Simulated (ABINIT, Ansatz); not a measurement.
# BaH2 (P6_3/mmc): G0W0 on several meshes in ABINIT

Wanted: mesh dependence and cost of G0W0 for BaH2 (P6_3/mmc).

Main program and level: ABINIT 10.8.3; PBEsol and many-body steps on it, plane waves.

## Step 1: Set-up

The structure is hexagonal, space group P6_3/mmc (No. 194). The conventional cell has a = 4.462 Å, b = 4.462 Å, c = 6.055 Å, α = 90.00°, β = 90.00°, γ = 120.00°. Ba has 11 H at 2.58 to 3.03 Å nearest. H has 5 Ba at 2.58 to 3.03 Å and 6 H at 2.99 Å nearest. H has 6 Ba at 2.99 Å and 8 H at 2.99 to 3.03 Å nearest. Farther neighbours are not listed.

The cell and positions are those that the Materials Project relaxed with its own functionals (PBE, PBE+U or r2SCAN), kept fixed. Spin-orbit coupling is left out unless a step names it.

## Step 2: Empty states on the mesh, 3×3×4 mesh, 406 bands

This step: ABINIT 10.8.3; DFT, PBEsol, plane waves, norm-conserving pseudopotentials.

The sums over transitions need many empty states on a uniform mesh; this step solves for them.

Input file run.abi:

```
acell 3*1.0 Angstrom
rprim 
  4.462025052349 0.000000000014 0.000000000000
  -2.231012526186 3.864227047650 0.000000000000
  0.000000000000 0.000000000000 6.055292590000
ntypat 2
znucl 56 1
natom 6
typat 1 1 2 2 2 2
xred 
  0.666666666667 0.333333333333 0.750000000000
  0.333333333333 0.666666666667 0.250000000000
  0.333333333333 0.666666666667 0.750000000000
  0.666666666667 0.333333333333 0.250000000000
  -0.000000000000 -0.000000000000 0.500000000000
  -0.000000000000 -0.000000000000 0.000000000000
pp_dirpath "pseudos"
pseudos "Ba.upf, H.upf"
ecut 32
ngkpt 3 3 4
nshiftk 1
shiftk 0 0 0
kptopt 1
chksymbreak 0
iscf -2
irdden 1
istwfk *1
nband 406
nbdbuf 36
tolwfr 1e-09
nstep 60
prtvol 0
indata_prefix "in"
outdata_prefix "out"
tmpdata_prefix "tmp"
```

Command:

```
OMP_NUM_THREADS=1 mpirun -n 8 abinit run.abi > log
```

Numbers of over 12 decimals in the logs are rounded to 6 here.

Log:

```text
.Version 10.8.3 of ABINIT. v10.8.2 released Aug 2026.

 Symmetries : space group P6_3/m m c (#194); Bravais hP (primitive hexag.)
[... echo of the input left out ...]
== DATASET  1 ==================================================================
-   mpi_nproc: 8, omp_nthreads: 1 (-1 if OMP is not activated)
-    --> not optimal distribution: autoparal keyword recommended in input file <--

--- !DatasetInfo
iteration_state: {dtset: 1, }
dimensions: {natom: 6, nkpt: 9, mband: 406, nsppol: 1, nspinor: 1, nspden: 1, mpw: 6126, }
cutoff_energies: {ecut:  32.0, pawecutdg:  -1.0, }
[...]
4.79167    4.79167    4.80015    4.80015    4.80694    4.80694    4.81400    4.81534
   4.82080    4.82186    4.82187    4.83037    4.83293    4.83301    4.83930    4.83932
   4.84066    4.84076    4.84449    4.86847    4.87062    4.88431
 prteigrs : prtvol=0 or 1, do not print more k-points.

== END DATASET(S) ==============================================================
================================================================================

 -outvars: echo values of variables after computation  --------
            nband         406
             nkpt           9
          spgroup         194
 [... the other variables as echoed above ...]

 Calculation completed.
```

Elapsed: 3.7 min, on 8 MPI ranks of AMD EPYC 9R45, shared host; peak memory 0.98 GiB.

This step gave:

| Item | Value |
| --- | --- |
| gap | 1.473 eV |
| k of the valence top | 0, 0, 0 |
| k of the conduction bottom | 0.3333, 0.3333, 0.5 |
| least direct gap | 2.542 eV |
| k points computed | 9 |
| lowest point of the top converged band, above the valence top | 121.0441 eV |

On this mesh the gap is 1.473 eV.

The density comes from a self-consistent run that is not shown.

## Step 3: Screening, 3×3×4 mesh, 158 bands, screening to 176.9 eV

The RPA dielectric matrix is built and inverted for each q.

This step: RPA screening on PBEsol, plane waves, norm-conserving pseudopotentials.

Edit run.abi of step 2 so:

```diff
@@ -24,10 +24,11 @@
 chksymbreak 0
-iscf -2
-irdden 1
 istwfk *1
-nband 406
-nbdbuf 36
-tolwfr 1e-09
-nstep 60
-prtvol 0
+occopt 1
+irdwfk 1
+optdriver 3
+nband 158
+ecuteps 6.5
+inclvkb 2
+awtr 1
+symchi 1
 indata_prefix "in"
```

Log:

```text
.Version 10.8.3 of ABINIT. v10.8.2 released Aug 2026.

 Symmetries : space group P6_3/m m c (#194); Bravais hP (primitive hexag.)
[... echo of the input left out ...]
== DATASET  1 ==================================================================
-   mpi_nproc: 8, omp_nthreads: 1 (-1 if OMP is not activated)

--- !DatasetInfo
iteration_state: {dtset: 1, }
dimensions: {natom: 6, nkpt: 9, mband: 158, nsppol: 1, nspinor: 1, nspden: 1, mpw: 6126, }
cutoff_energies: {ecut:  32.0, pawecutdg:  -1.0, }
electrons: {nelect:   2.40000000E+01, charge:   0.00000000E+00, occopt:   1.00000000E+00, tsmear:   1.00000000E-02, }

 SCREENING: Calculation of the susceptibility and dielectric matrices

 Based on a program developped by R.W. Godby, V. Olevano, G. Onida, and L. Reining.
 Incorporated in ABINIT by V. Olevano, G.-M. Rignanese, and M. Torrent.
.Using double precision arithmetic ; gwpc =  8

[... cell and pseudopotentials left out ...]
--------------------------------------------------------------------------------

 ==== K-mesh for the wavefunctions ====
 Number of points in the irreducible wedge :     9
[... list of points left out ...]
 Together with 24 symmetry operations and time-reversal symmetry
 yields    36 points in the full Brillouin Zone.

 ==== Q-mesh for the screening function ====
 Number of points in the irreducible wedge :     9
[... list of points left out ...]
 Together with 24 symmetry operations and time-reversal symmetry
 yields    36 points in the full Brillouin Zone.

 setmesh: FFT mesh size selected  =    32x   32x   48
          total number of points  =        49152

 vcoul_init : cutoff-mode = AUXILIARY_FUNCTION
 q-points for optical limit:   1
     1)      0.000010    0.000020    0.000030

- screening: taking advantage of time-reversal symmetry
- Maximum band index for partially occupied states nbvw = 12
- Remaining bands to be divided among processors   nbcw = 146
- Number of bands treated by each node ~18

 Number of electrons calculated from density =   24.0000; Expected =   24.0000
 average of density, n =  0.034063
 r_s =    1.9137
 omega_plasma =   17.8032 [eV]

 calculating chi0 at frequencies [eV] :
  1    0.000000E+00    0.000000E+00
  2    0.000000E+00    1.780320E+01

--------------------------------------------------------------------------------
  q-point number  1        q = ( 0.000000, 0.000000, 0.000000) [r.l.u.]
--------------------------------------------------------------------------------
[... chi0 elements left out ...]
 For q-point:  0.000010 0.000020 0.000030
  dielectric constant =   5.6955
  dielectric constant without local fields =   6.3383

  Average fulfillment of the sum rule on Im[epsilon] for q-point    1 :     91.75  [%]
[... wings left out ...]
  q-point number  2        q = ( 0.333333, 0.000000, 0.000000) [r.l.u.]
--------------------------------------------------------------------------------
[... chi0 elements left out ...]
  Average fulfillment of the sum rule on Im[epsilon] for q-point    2 :     96.54  [%]

 [... 7 further q-points ...]
```

Elapsed: 26 s, on 8 MPI ranks; peak memory 3 GiB.

This step gave:

```yaml
eps_infinity_with_local_fields_on_this_mesh_along_the_program_s_q_direction: 5.696
the_same_without_local_fields: 6.338
plasma_frequency: 17.80 eV
plane_waves_in_the_screening_matrix: 553
```

Local fields lower ε∞ by 10 %. On a Γ-centred mesh this coarse the value itself is usually too large, while a short band sum pulls it down.

## Step 4: 3×3×4

The self-energy is evaluated for the states that the input lists, and the levels follow from it, in one-shot runs by the linearised quasiparticle equation.

This step: G0W0 on PBEsol, plane waves, norm-conserving pseudopotentials.

Edit run.abi of step 3 so:

```diff
@@ -27,8 +27,19 @@
 irdwfk 1
-optdriver 3
+optdriver 4
 nband 158
+gwcalctyp 0
+ecutsigx 32
+symsigma 1
+nkptgw 3
+kptgw 
+  0.0000000000 0.0000000000 0.0000000000
+  0.3333333333 0.3333333333 0.5000000000
+  0.0000000000 0.0000000000 0.2500000000
+bdgw 
+  11 14
+  11 14
+  11 14
 ecuteps 6.5
-inclvkb 2
-awtr 1
-symchi 1
+irdscr 1
+ppmodel 1
 indata_prefix "in"
```

Log:

```text
.Version 10.8.3 of ABINIT. v10.8.2 released Aug 2026.

 Symmetries : space group P6_3/m m c (#194); Bravais hP (primitive hexag.)
[... echo of the input left out ...]
== DATASET  1 ==================================================================
-   mpi_nproc: 8, omp_nthreads: 1 (-1 if OMP is not activated)

--- !DatasetInfo
iteration_state: {dtset: 1, }
dimensions: {natom: 6, nkpt: 9, mband: 158, nsppol: 1, nspinor: 1, nspden: 1, mpw: 6126, }
cutoff_energies: {ecut:  32.0, pawecutdg:  -1.0, }
electrons: {nelect:   2.40000000E+01, charge:   0.00000000E+00, occopt:   1.00000000E+00, tsmear:   1.00000000E-02, }

 SIGMA: Calculation of the GW corrections

 Based on a program developped by R.W. Godby, V. Olevano, G. Onida, and L. Reining.
 Incorporated in ABINIT by V. Olevano, G.-M. Rignanese, and M. Torrent.
.Using double precision arithmetic ; gwpc =  8

[... cell and pseudopotentials left out ...]
--------------------------------------------------------------------------------

 ==== K-mesh for the wavefunctions ====
 Number of points in the irreducible wedge :     9
[... list of points left out ...]
 Together with 24 symmetry operations and time-reversal symmetry
 yields    36 points in the full Brillouin Zone.

 ==== Q-mesh for screening function ====
 Number of points in the irreducible wedge :     9
[... list of points left out ...]
 Together with 24 symmetry operations and time-reversal symmetry
 yields    36 points in the full Brillouin Zone.

 vcoul_init : cutoff-mode = AUXILIARY_FUNCTION
 q-points for optical limit:   1
     1)      0.000010    0.000020    0.000030
 setmesh: FFT mesh size selected  =    40x   40x   60
          total number of points  =        96000

 Number of electrons calculated from density =   24.0000; Expected =   24.0000
 average of density, n =  0.034063
 r_s =    1.9137
 omega_plasma =   17.8032 [eV]

 === KS Band Gaps ===
  >>>> For spin  1
   Minimum direct gap =   2.5425 [eV], located at k-point      :   0.0000  0.0000  0.2500
   Fundamental gap    =   1.4734 [eV], Top of valence bands at :   0.0000  0.0000  0.0000
                                       Bottom of conduction at :   0.3333  0.3333  0.5000
 SIGMA fundamental parameters:
 PLASMON POLE MODEL  1
 number of plane-waves for SigmaX                 6089
 number of plane-waves for SigmaC and W            553
 number of plane-waves for wavefunctions          6089
 number of bands                                   158
 number of independent spin polarizations            1
 number of spinorial components                      1
 number of k-points in IBZ                           9
 number of q-points in IBZ                           9
 number of symmetry operations                      24
 number of k-points in BZ                           36
 number of q-points in BZ                           36
 number of frequencies for dSigma/dE                 9
 frequency step for dSigma/dE [eV]                0.25
 number of omega for Sigma on real axis              0
 max omega for Sigma on real axis  [eV]           0.00
 zcut for avoiding poles [eV]                     0.10

 EPSILON^-1 parameters (SCR file):
 dimension of the eps^-1 matrix on file            553
 dimension of the eps^-1 matrix used               553
 number of plane-waves for wavefunctions          6089
 number of bands                                   158
 number of q-points in IBZ                           9
 number of frequencies                               2
 number of real frequencies                          1
 number of imag frequencies                          1

 matrix elements of self-energy operator (all in [eV])

 Perturbative Calculation

--- !SelfEnergy_ee
iteration_state: {dtset: 1, }
kpoint     : [   0.000,    0.000,    0.000, ]
spin       : 1
KS_gap     :    2.726
QP_gap     :    4.390
Delta_QP_KS:    1.664
data: !SigmaeeData |
     Band     E0 <VxcDFT>   SigX SigC(E0)      Z dSigC/dE  Sig(E)    E-E0       E
       11   3.623 -10.603 -13.401   1.612   0.776  -0.289 -11.523  -0.920   2.703
       12   4.131 -10.774 -13.444   1.492   0.777  -0.286 -11.690  -0.915   3.216
       13   6.857  -9.229  -4.725  -3.587   0.817  -0.224  -8.480   0.749   7.606
       14   6.857  -9.229  -4.725  -3.587   0.817  -0.224  -8.480   0.749   7.606

--- !SelfEnergy_ee
iteration_state: {dtset: 1, }
kpoint     : [   0.333,    0.333,    0.500, ]
spin       : 1
KS_gap     :    3.017
QP_gap     :    4.668
Delta_QP_KS:    1.651
data: !SigmaeeData |
     Band     E0 <VxcDFT>   SigX SigC(E0)      Z dSigC/dE  Sig(E)    E-E0       E
       11   2.587 -11.064 -14.213   1.906   0.777  -0.286 -12.031  -0.966   1.621
       12   2.587 -11.064 -14.213   1.906   0.777  -0.286 -12.031  -0.966   1.621
[...]
--- !SelfEnergy_ee
iteration_state: {dtset: 1, }
kpoint     : [   0.000,    0.000,    0.250, ]
spin       : 1
KS_gap     :    2.542
QP_gap     :    4.213
Delta_QP_KS:    1.670
data: !SigmaeeData |
     Band     E0 <VxcDFT>   SigX SigC(E0)      Z dSigC/dE  Sig(E)    E-E0       E
[...]
12   4.079 -10.806 -13.496   1.508   0.777  -0.287 -11.725  -0.919   3.160
       13   6.622  -9.221  -4.682  -3.619   0.817  -0.225  -8.470   0.751   7.373
       14   6.622  -9.221  -4.682  -3.619   0.817  -0.225  -8.470   0.751   7.373

== END DATASET(S) ==============================================================
================================================================================

 -outvars: echo values of variables after computation  --------
           etotal      0.0000000000E+00
            nband         158
             nkpt           9
          spgroup         194
 [... the other variables as echoed above ...]

 Calculation completed.
```

Wall time 25 s (8 MPI ranks); peak memory 3.5 GiB; 3.3 min of CPU time.

Numbers from this step:

```yaml
g0w0_gap_on_the_points_computed: 3.073 eV
starting_gap_on_the_mesh: 1.473 eV
k_of_the_valence_top: 0, 0, 0
k_of_the_conduction_bottom: 0.3333, 0.3333, 0.5
z_at_the_valence_top: 0.777
z_at_the_conduction_bottom: 0.819
least_direct_g0w0_gap_on_the_computed_points: 4.213 eV
```

The gap on the mesh goes from 1.47 eV to 3.07 eV, a correction of +1.60 eV.

## Step 5: Empty states on the mesh, 3×3×2 mesh, 172 bands

This step: DFT, PBEsol, plane waves, norm-conserving pseudopotentials.

Edit run.abi of step 4 so:

```diff
@@ -19,3 +19,3 @@
 ecut 32
-ngkpt 3 3 4
+ngkpt 3 3 2
 nshiftk 1
@@ -24,22 +24,10 @@
 chksymbreak 0
+iscf -2
+irdden 1
 istwfk *1
-occopt 1
-irdwfk 1
-optdriver 4
-nband 158
-gwcalctyp 0
-ecutsigx 32
-symsigma 1
-nkptgw 3
-kptgw 
-  0.0000000000 0.0000000000 0.0000000000
-  0.3333333333 0.3333333333 0.5000000000
-  0.0000000000 0.0000000000 0.2500000000
-bdgw 
-  11 14
-  11 14
-  11 14
-ecuteps 6.5
-irdscr 1
-ppmodel 1
+nband 172
+nbdbuf 14
+tolwfr 1e-09
+nstep 60
+prtvol 0
 indata_prefix "in"
```

Command:

```
OMP_NUM_THREADS=1 mpirun -n 6 abinit run.abi > log
```

Log:

```text
.Version 10.8.3 of ABINIT. v10.8.2 released Aug 2026.

 Symmetries : space group P6_3/m m c (#194); Bravais hP (primitive hexag.)
[... echo of the input left out ...]
== DATASET  1 ==================================================================
-   mpi_nproc: 6, omp_nthreads: 1 (-1 if OMP is not activated)

--- !DatasetInfo
iteration_state: {dtset: 1, }
dimensions: {natom: 6, nkpt: 6, mband: 172, nsppol: 1, nspinor: 1, nspden: 1, mpw: 6126, }
cutoff_energies: {ecut:  32.0, pawecutdg:  -1.0, }
[...]
2.51643    2.52026    2.52026    2.52959    2.52959    2.53159    2.54326    2.54509
   2.54509    2.55260    2.57902    2.58808    2.58832    2.59928    2.59945    2.59995
   2.60021    2.60077    2.60172    2.60197
 prteigrs : prtvol=0 or 1, do not print more k-points.

== END DATASET(S) ==============================================================
================================================================================

 -outvars: echo values of variables after computation  --------
            nband         172
             nkpt           6
          spgroup         194
 [... the other variables as echoed above ...]

 Calculation completed.
```

The job ended after 26 s (6 MPI ranks; peak memory 0.64 GiB; 2.5 min of CPU time).

This step gave:

| Property | Result |
| --- | --- |
| gap | 1.473 eV |
| k of the valence top | 0, 0, 0 |
| k of the conduction bottom | 0.3333, 0.3333, 0.5 |
| least direct gap | 2.725 eV |
| k points computed | 6 |
| lowest point of the top converged band, above the valence top | 63.2667 eV |

On this mesh the gap is 1.473 eV.

## Step 6: Screening, 3×3×2 mesh, 158 bands, screening to 176.9 eV

This step: RPA screening on PBEsol, plane waves, norm-conserving pseudopotentials.

Edit run.abi of step 5 so:

```diff
@@ -24,10 +24,11 @@
 chksymbreak 0
-iscf -2
-irdden 1
 istwfk *1
-nband 172
-nbdbuf 14
-tolwfr 1e-09
-nstep 60
-prtvol 0
+occopt 1
+irdwfk 1
+optdriver 3
+nband 158
+ecuteps 6.5
+inclvkb 2
+awtr 1
+symchi 1
 indata_prefix "in"
```

Command:

```
OMP_NUM_THREADS=1 mpirun -n 8 abinit run.abi > log
```

Log:

```text
.Version 10.8.3 of ABINIT. v10.8.2 released Aug 2026.

 Symmetries : space group P6_3/m m c (#194); Bravais hP (primitive hexag.)
[... echo of the input left out ...]
== DATASET  1 ==================================================================
-   mpi_nproc: 8, omp_nthreads: 1 (-1 if OMP is not activated)

--- !DatasetInfo
iteration_state: {dtset: 1, }
dimensions: {natom: 6, nkpt: 6, mband: 158, nsppol: 1, nspinor: 1, nspden: 1, mpw: 6126, }
cutoff_energies: {ecut:  32.0, pawecutdg:  -1.0, }
electrons: {nelect:   2.40000000E+01, charge:   0.00000000E+00, occopt:   1.00000000E+00, tsmear:   1.00000000E-02, }

 SCREENING: Calculation of the susceptibility and dielectric matrices

 Based on a program developped by R.W. Godby, V. Olevano, G. Onida, and L. Reining.
 Incorporated in ABINIT by V. Olevano, G.-M. Rignanese, and M. Torrent.
.Using double precision arithmetic ; gwpc =  8

[... cell and pseudopotentials left out ...]
--------------------------------------------------------------------------------

 ==== K-mesh for the wavefunctions ====
 Number of points in the irreducible wedge :     6
[... list of points left out ...]
 Together with 24 symmetry operations and time-reversal symmetry
 yields    18 points in the full Brillouin Zone.

 ==== Q-mesh for the screening function ====
 Number of points in the irreducible wedge :     6
[... list of points left out ...]
 Together with 24 symmetry operations and time-reversal symmetry
 yields    18 points in the full Brillouin Zone.

 setmesh: FFT mesh size selected  =    32x   32x   48
          total number of points  =        49152

 vcoul_init : cutoff-mode = AUXILIARY_FUNCTION
 q-points for optical limit:   1
     1)      0.000010    0.000020    0.000030

- screening: taking advantage of time-reversal symmetry
- Maximum band index for partially occupied states nbvw = 12
- Remaining bands to be divided among processors   nbcw = 146
- Number of bands treated by each node ~18

 Number of electrons calculated from density =   24.0000; Expected =   24.0000
 average of density, n =  0.034063
 r_s =    1.9137
 omega_plasma =   17.8032 [eV]

 calculating chi0 at frequencies [eV] :
  1    0.000000E+00    0.000000E+00
  2    0.000000E+00    1.780320E+01

--------------------------------------------------------------------------------
  q-point number  1        q = ( 0.000000, 0.000000, 0.000000) [r.l.u.]
--------------------------------------------------------------------------------
[... chi0 elements left out ...]
 For q-point:  0.000010 0.000020 0.000030
  dielectric constant =   5.8400
  dielectric constant without local fields =   6.5041

  Average fulfillment of the sum rule on Im[epsilon] for q-point    1 :     91.75  [%]
[... wings left out ...]
  q-point number  2        q = ( 0.333333, 0.000000, 0.000000) [r.l.u.]
--------------------------------------------------------------------------------
[... chi0 elements left out ...]
  Average fulfillment of the sum rule on Im[epsilon] for q-point    2 :     96.56  [%]

 [... 4 further q-points ...]
```

Run time: 10 s. Hardware: 8 MPI ranks; peak memory 2.3 GiB; 81 s of CPU time.

Numbers from this step:

```yaml
eps_infinity_with_local_fields_on_this_mesh_along_the_program_s_q_direction: 5.84
the_same_without_local_fields: 6.504
plasma_frequency: 17.80 eV
plane_waves_in_the_screening_matrix: 553
```

(Continued in part 2 of 2.)

[Paths, hosts, dates, memory and timing lines, banners, echoed tables and standing remarks are left out of the program output.]

[Logs are printed without paths, hosts, clocks, repeated set-up lines and the standing remarks that a program may print on its own settings, such as how far it seeks lower states.]

[Runs of the session that timed out or met a known fault of the program may be left out.]

[Hosts, paths, dates, database ids (printed as entryN), source tags and the programs' standing remarks are cut or masked in the printed files.]

[G0W0 gaps are taken among the corrected bands and points alone; a level outside them can change the order at an edge.]

[Where Ansatz stands beside ABINIT at settings called matched, ABINIT's density can come from a denser mesh and the files from another edition; pairs whose starting gaps differed by over 0.03 eV were left out, so agreement reads better than it is.]
